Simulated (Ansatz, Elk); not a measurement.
# How far do independent atoms describe Na3Sc?, part 2 of 2

The structure of Na3Sc used here is made up (a known structure type with other elements) and was relaxed beforehand with PBE. The aim is the Fourier transform of its all-electron density, F(hkl), set beside the sum over free spherical atoms that refinements use.

Elk 11.2.3 (patched build); all-electron DFT.

So far: The starting structure; Ground state and structure factors; The highest occupied states alone.

The structure was built from a prototype and need not be the compound's stable phase.

### Step 4. Another functional

Level of this step: DFT, LDA (Perdew-Wang), all-electron APW+lo, Dirac cores, scalar-relativistic bands, static density, no spin (Elk).

The difference from free atoms is small, so it is set against the change that LDA (Perdew-Wang) makes.

elk.in

```
tasks
  0
  195

xctype
  3

spinpol
  .false.

rgkmax
  7.0

gmaxvr
  14.0

lmaxo
  7

lmaxapw
  8

swidth
  0.002

tshift
  .false.

ramdisk
  .false.

hmaxvr
  5.5

maxscl
  120

epspot
  1e-06

sppath
  './'

avec
  -0.00000000000 7.58400656153 7.58400656153
  7.58400656153 -0.00000000000 7.58400656153
  7.58400656153 7.58400656153 0.00000000000

atoms
  2
  'Sc.in'
  1
  0.0000000000 -0.0000000000 -0.0000000000   0.000000 0.000000 0.000000
  'Na.in'
  3
  0.5000000000 0.5000000000 0.5000000000   0.000000 0.000000 0.000000
  0.7500000000 0.7500000000 0.7500000000   0.000000 0.000000 0.000000
  0.2500000000 0.2500000000 0.2500000000   0.000000 0.000000 0.000000

ngridk
  5 5 5
```

Command:

```bash
OMP_NUM_THREADS=4 elk
```

Numbers of over 12 decimals in the logs are rounded to 6 here.

What it wrote:

```text
┌─────────────────────────┐
│ Elk code version 11.2.3 │
└─────────────────────────┘

All units are atomic (Hartree, Bohr, etc.)

┌─────────────────────────────────────────────────┐
│ Ground-state run starting from atomic densities │
└─────────────────────────────────────────────────┘

Lattice vectors :
  -0.000000000       7.584006562       7.584006562
   7.584006562      -0.000000000       7.584006562
   7.584006562       7.584006562       0.000000000

Reciprocal lattice vectors :
 -0.4142391793      0.4142391793      0.4142391793
[...]
valence                     :    38.00000000
 interstitial                :    4.810865266
 muffin-tins (core leakage)
  species : 1 (Sc)
[...]
species : 2 (Na)
[...]
atom 2                    :    10.07764046     ( -0.1555072446E-05)
   atom 3                    :    10.07764046     ( -0.1555072446E-05)
 total in muffin-tins        :    49.18913473
 total calculated charge     :    54.00000863
 total charge                :    54.00000000
 error                       :   0.8634447404E-05

┌──────────────────────────────┐
│ Self-consistent loop stopped │
└──────────────────────────────┘

Wrote STATE.OUT
[key lines of the parts left out:]
total energy                :     -1247.5642568339
```

Run time: 11 s. Hardware: 4 threads of Intel Xeon Platinum 8488C (Sapphire Rapids), shared host; peak memory 0.17 GiB.

Against the first run R = 0.09 %; the largest change is -0.053 at 422.

### Step 5. Basis size

A smaller basis shows how fast F responds to it; the change is likely larger than the basis error of the first run, but doesn't show convergence.

elk.in: that of step 4 with these lines changed.

```diff
@@ -5,3 +5,3 @@
 xctype
-  3
+  20
 
@@ -11,3 +11,3 @@
 rgkmax
-  7.0
+  5.5
```

Command:

```bash
OMP_NUM_THREADS=4 elk
```

What it wrote:

```text
┌─────────────────────────┐
│ Elk code version 11.2.3 │
└─────────────────────────┘

All units are atomic (Hartree, Bohr, etc.)

┌─────────────────────────────────────────────────┐
│ Ground-state run starting from atomic densities │
└─────────────────────────────────────────────────┘

Lattice vectors :
  -0.000000000       7.584006562       7.584006562
   7.584006562      -0.000000000       7.584006562
   7.584006562       7.584006562       0.000000000

Reciprocal lattice vectors :
 -0.4142391793      0.4142391793      0.4142391793
[...]
valence                     :    38.00000000
 interstitial                :    4.895399381
 muffin-tins (core leakage)
  species : 1 (Sc)
[...]
species : 2 (Na)
[...]
atom 2                    :    10.06910744     ( -0.9715865490E-07)
   atom 3                    :    10.06910744     ( -0.9715865490E-07)
 total in muffin-tins        :    49.10460062
 total calculated charge     :    53.99999886
 total charge                :    54.00000000
 error                       :   0.1143418338E-05

┌──────────────────────────────┐
│ Self-consistent loop stopped │
└──────────────────────────────┘

Wrote STATE.OUT
[key lines of the parts left out:]
total energy                :     -1251.4170778252
```

It took 15 s on 4 threads; peak memory 0.18 GiB; 24 s of CPU time.

Against the first run R = 0.03 %; the largest change is +0.026 at 620.

### Step 6. A coarser k-mesh

About half the k-points along each axis test the sampling.

elk.in: that of step 5 with these lines changed.

```diff
@@ -11,3 +11,3 @@
 rgkmax
-  5.5
+  7.0
 
@@ -60,2 +60,2 @@
 ngridk
-  5 5 5
+  2 2 2
```

Command:

```bash
OMP_NUM_THREADS=4 elk
```

What it wrote:

```text
┌─────────────────────────┐
│ Elk code version 11.2.3 │
└─────────────────────────┘

All units are atomic (Hartree, Bohr, etc.)

┌─────────────────────────────────────────────────┐
│ Ground-state run starting from atomic densities │
└─────────────────────────────────────────────────┘

Lattice vectors :
  -0.000000000       7.584006562       7.584006562
   7.584006562      -0.000000000       7.584006562
   7.584006562       7.584006562       0.000000000

Reciprocal lattice vectors :
 -0.4142391793      0.4142391793      0.4142391793
[...]
valence                     :    38.00000000
 interstitial                :    4.774653828
 muffin-tins (core leakage)
  species : 1 (Sc)
[...]
species : 2 (Na)
[...]
atom 2                    :    10.07364210     ( -0.9715865712E-07)
   atom 3                    :    10.07364210     ( -0.9715865712E-07)
 total in muffin-tins        :    49.22534617
 total calculated charge     :    53.99998470
 total charge                :    54.00000000
 error                       :   0.1530362956E-04

┌──────────────────────────────┐
│ Self-consistent loop stopped │
└──────────────────────────────┘

Wrote STATE.OUT
[key lines of the parts left out:]
total energy                :     -1251.4639760206
```

Run time: 13 s. Hardware: 4 threads; peak memory 0.2 GiB; 19 s of CPU time.

Against the first run R = 0.09 %; the largest change is +0.071 at 200.

### Step 7. Settings against the effect

```csv
run,R against the first run (%),"R against neutral atoms, low angle (%)",wall time
"PBE, rgkmax 7",0.00,0.53,17 s
LDA (Perdew-Wang),0.09,0.58,11 s
rgkmax 5.5,0.03,0.53,15 s
k-mesh 2×2×2,0.09,0.54,13 s
```

### Step 8. Results

| Property | Result |
| --- | --- |
| R against neutral atoms, sin θ/λ < 0.3 Å⁻¹ | 0.53 % |
| R against neutral atoms, 0.3 to 0.83 Å⁻¹ | 0.29 % |

In words: Independent neutral atoms miss the calculated amplitudes by R = 0.53 % below 0.3 Å⁻¹ and 0.29 % from there to 0.83 Å⁻¹; by shells, 0.31 % below 0.15 Å⁻¹ (2 forms), 0.56 % 0.15 to 0.3 (6 forms), 0.33 % 0.3 to 0.45 (14 forms), 0.28 % above 0.45 (68 forms). Bonding, aspherical density and the tables' own atoms all enter these figures, and the runs don't part them. The largest change of an amplitude is -0.23 electrons, at 220. The window's part falls from 6.0 electrons at the origin to at most 0.12 between 0.45 and 0.83 Å⁻¹. Below 0.3 Å⁻¹ the changes that finished (LDA (Perdew-Wang), rgkmax 5.5 and k-mesh 2×2×2) move F by R = 0.17 % at most, against the 0.53 % that separates it from free atoms. A single amplitude moves by up to 0.07 electrons, against 0.23 for the largest difference from free atoms. Part of the difference isn't bonding: the tables are fits to free atoms and ions calculated by other methods than this functional. Thermal motion, anomalous dispersion and extinction are left out.

[Logs are printed without paths, hosts, clocks, repeated set-up lines and the standing remarks that a program may print on its own settings, such as how far it seeks lower states.]

[Hosts, paths, dates, database ids (printed as entryN), source tags and the programs' standing remarks are cut or masked in the printed files.]
